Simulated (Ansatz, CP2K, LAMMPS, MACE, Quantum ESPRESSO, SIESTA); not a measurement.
**Amorphous carbon at 3.12 g/cm³ (96 atoms): one relaxed cell, several methods**

What does relaxation change in amorphous carbon at 3.12 g/cm³ (96 atoms), and how far do other programs agree with plane waves on the relaxed cell?

All numbers are calculated, not measured.

## Step 1: Set-up

The cell holds 96 atoms (96 C), with edges of 8.50, 8.50 and 8.50 Å. Recipe: 96 atoms (96 C) placed at random at 3.12 g/cm³, melted at 6000 K for 10 ps at fixed volume with the LCBOP (Los and Fasolino, Phys. Rev. B 68, 024107 (2003)). Quenched from 6000 K to 300 K at 200 K/ps and fixed volume, held 5 ps, then minimised at fixed cell. Then the atoms were relaxed with MACE MP-0b3 medium in the fixed cell. Then the atoms were relaxed with CP2K double zeta, PBE. That run stopped short of its end.

## Step 2: The relaxation

CP2K double zeta (DZVP-MOLOPT-SR, GTH-PBE potentials, 360 Ry; k-points Γ) took 60 geometry steps and stopped short of its thresholds. It started from the geometry that MACE MP-0b3 medium had relaxed.

Elapsed: 88 min, on 4 MPI ranks of Arm Neoverse V1, shared host; peak memory 1.9 GiB.

|  | before | after |
| --- | --- | --- |
| energy (meV/atom) | 0 | -161.3 |
| C-C bonds under 1.85 Å | 162 at 1.472 Å | 167 at 1.496 Å |

Atoms moved by 0.36 Å r.m.s. and 1.01 Å at most, with the common shift taken off.

## Step 3: Structure of the relaxed cell

Density 3.12 g/cm³, 6.393 Å³ an atom.

Pair distribution function in bins of 0.1 Å:

| r (Å) | total |
| --- | --- |
| 1.25 | 0.00 |
| 1.35 | 1.60 |
| 1.45 | 3.16 |
| 1.55 | 2.39 |
| 1.65 | 0.75 |
| 1.75 | 0.11 |
| 1.85 | 0.00 |
| 1.95 | 0.00 |
| 2.05 | 0.00 |
| 2.15 | 0.25 |
| 2.25 | 0.64 |
| 2.35 | 1.42 |
| 2.45 | 1.96 |
| 2.55 | 1.93 |
| 2.65 | 1.48 |
| 2.75 | 1.19 |
| 2.85 | 0.95 |
| 2.95 | 1.04 |
| 3.05 | 0.94 |
| 3.15 | 0.79 |
| 3.25 | 1.05 |
| 3.35 | 0.73 |
| 3.45 | 0.94 |
| 3.55 | 0.99 |
| 3.65 | 1.30 |
| 3.75 | 1.07 |
| 3.85 | 0.99 |
| 3.95 | 0.92 |
| 4.05 | 0.81 |
| 4.15 | 0.89 |

Bonds by pair of elements; cutoffs follow the first minimum of g(r), held within bounds set by covalent radii, and pairs that aren't listed don't count as bonded:

| pair A-B | cutoff (Å) | bonds | mean length (Å) | spread (Å) | shortest (Å) | B about A | A about B |
| --- | --- | --- | --- | --- | --- | --- | --- |
| C-C | 1.85 | 167 | 1.50 | 0.089 | 1.33 | 3.48 | 3.48 |

How many atoms have how many bonded neighbours:

| element | mean | 3 | 4 |
| --- | --- | --- | --- |
| C | 3.48 | 50 | 46 |

Bond angles, per cent of each kind in bins of 5°:

| angle (°) | C-C-C |
| --- | --- |
| 55–60 | 0.2 |
| 60–65 | 0.5 |
| 65–70 | 0.0 |
| 70–75 | 0.0 |
| 75–80 | 0.0 |
| 80–85 | 0.5 |
| 85–90 | 2.1 |
| 90–95 | 2.1 |
| 95–100 | 7.3 |
| 100–105 | 12.0 |
| 105–110 | 14.6 |
| 110–115 | 14.6 |
| 115–120 | 19.7 |
| 120–125 | 13.1 |
| 125–130 | 7.8 |
| 130–135 | 3.3 |
| 135–140 | 1.9 |
| 140–145 | 0.2 |
| 145–150 | 0.0 |
| 150–155 | 0.2 |

Bond angles (no mean is given where the spread exceeds 20°):

| angle | count | mean (°) | spread (°) |
| --- | --- | --- | --- |
| C-C-C | 426 | 113 | 11.8 |

Bond length by coordination (bonds to H left out):

| element | coordination | atoms | mean bond length (Å) |
| --- | --- | --- | --- |
| C | 3 | 50 | 1.44 |
| C | 4 | 46 | 1.54 |

Rings of the network by King's shortest-path rule, up to 12 atoms, one path for each pair of neighbours; H, halogens, alkali and alkaline-earth atoms are left out, and the last column divides by all other atoms, bonded or not:

| ring size (atoms) | rings | per network atom |
| --- | --- | --- |
| 3 | 1 | 0.01 |
| 4 | 2 | 0.021 |
| 5 | 18 | 0.188 |
| 6 | 31 | 0.323 |
| 7 | 26 | 0.271 |
| 8 | 23 | 0.24 |
| 9 | 14 | 0.146 |
| 10 | 4 | 0.042 |

Counting bonds as in the table, 52 % of C atoms have 3 bonded neighbours. The C-C-C angle averages 113° with a spread of 12°. Read as hybridisation, 48 % of the carbon is sp3 and 52 % sp2. Bonds at C atoms with 3 neighbours average 1.44 Å, against 1.54 Å at those with 4. Rings of 6 atoms are the most common (26 % of those counted); sizes run from 3 to 10.

## Step 4: The plane-wave reference

Quantum ESPRESSO 7.5: Kohn-Sham DFT, PBE, SSSP efficiency 1.3.0 pseudopotentials, plane waves. Its input for the relaxed cell:

```
&control
  calculation = 'scf'
  pseudo_dir = './pseudo'
  outdir = './tmp'
  disk_io = 'none'
  tprnfor = .true.
  tstress = .true.
/
&system
  ibrav = 0
  nat = 96
  ntyp = 1
  ecutwfc = 45
  ecutrho = 360
  nosym = .true.
  occupations = 'smearing'
  smearing = 'fd'
  degauss = 0.003675
/
&electrons
  conv_thr = 4.8e-07
  electron_maxstep = 100
  mixing_beta = 0.2
  mixing_mode = 'local-TF'
  diagonalization = 'david'
/
ATOMIC_SPECIES
C 12.011 C.upf
CELL_PARAMETERS angstrom
8.49800 0.00000 0.00000
0.00000 8.49800 0.00000
0.00000 0.00000 8.49800
ATOMIC_POSITIONS crystal
C 0.35916 0.15347 0.44650
C 0.54719 0.76699 0.73359
C 0.82130 0.66340 0.39415
[... 91 atom lines left out ...]
C 0.98338 0.88885 0.08140
C 0.13870 0.29511 0.49070
K_POINTS gamma
```

Run time: 56 s. Hardware: 4 MPI ranks of Arm Neoverse V1, shared host; peak memory 1.6 GiB.

## Step 5: Side by side

CPU times are from a shared host and are rough.

```
                level                    basis or training data  k-points  own r.m.s. force (meV/Å)  difference from the reference (meV/Å)  pressure (GPa)  Kohn-Sham gap (eV)  CPU time  memory (GiB)
              QE, PBE   plane waves, SSSP efficiency, 45/360 Ry         Γ                        33                                      -           21.07                0.42   3.8 min           1.6
CP2K triple zeta, PBE     TZV2P-UZH, GTH-PBE potentials, 450 Ry         Γ                        37                                     20           21.31                0.42    29 min           3.4
      SIESTA DZP, PBE  DZP orbitals, shift 0.01 Ry, mesh 250 Ry         Γ                       238                                    242           29.38                0.42   8.1 min           1.7
   MACE MP-0b3 medium        trained on PBE(+U) plane-wave data         -                       563                                    566           18.39                   -      12 s           1.5
```

The gap is the spacing of the highest filled and lowest empty Kohn-Sham level on the mesh; a dash marks partly filled levels, a spacing under 0.15 eV or a method without such levels.

## Step 6: Outcome

Relaxation in the fixed cell lowers the energy by 161 meV/atom at its own level and moves atoms by up to 1.01 Å. By the cutoffs of the final cell 12 bonds formed and 7 were lost, leaving 167. The reference finds an r.m.s. force of 33 meV/Å there and a pressure of 21.07 GPa, at a geometry that CP2K double zeta made.

Forces differ from the reference's by 20 meV/Å (CP2K triple zeta, PBE), 242 meV/Å (SIESTA DZP, PBE) and 566 meV/Å (MACE MP-0b3 medium). Pressures lie -2.7 GPa (MACE MP-0b3 medium), +0.2 GPa (CP2K triple zeta, PBE) and +8.3 GPa (SIESTA DZP, PBE) from the reference's. The highest filled and lowest empty levels lie 0.42 eV apart in the reference, against 0.42 eV in CP2K triple zeta, PBE and 0.42 eV in SIESTA DZP, PBE. Counting bonds as in the table, 52 % of C atoms have 3 bonded neighbours. Read as hybridisation, 48 % of the carbon is sp3 and 52 % sp2.

**Limits.** The relaxation stopped short, so the geometry isn't a minimum. The density was set by the recipe and held. One sample of a disordered cell; defect or tail levels can set the gap. Gaps are read on the mesh, which holds the band edges only if they fold onto it, and semilocal functionals tend to put them under measured ones. The quench rate of 200 K/ps is many orders above laboratory rates, so the cell is likely richer in defects and strain than a real sample. The reference samples only Γ, in a cell whose shortest periodic width is 8 Å. The plane-wave runs aren't exact: their cutoffs and mesh weren't converged further here. SIESTA's automatically made basis is far from complete, and its potentials were converted by us (checked for H, C, O, Si, Ge and Ca alone). Where levels are smeared, the DFT runs use Fermi–Dirac occupations at 580 K (0.05 eV), and energies are free energies.

[Logs are printed without paths, hosts, clocks, repeated set-up lines and the standing remarks that a program may print on its own settings, such as how far it seeks lower states.]

[Hosts, paths, dates, database ids (printed as entryN), source tags and the programs' standing remarks are cut or masked in the printed files.]
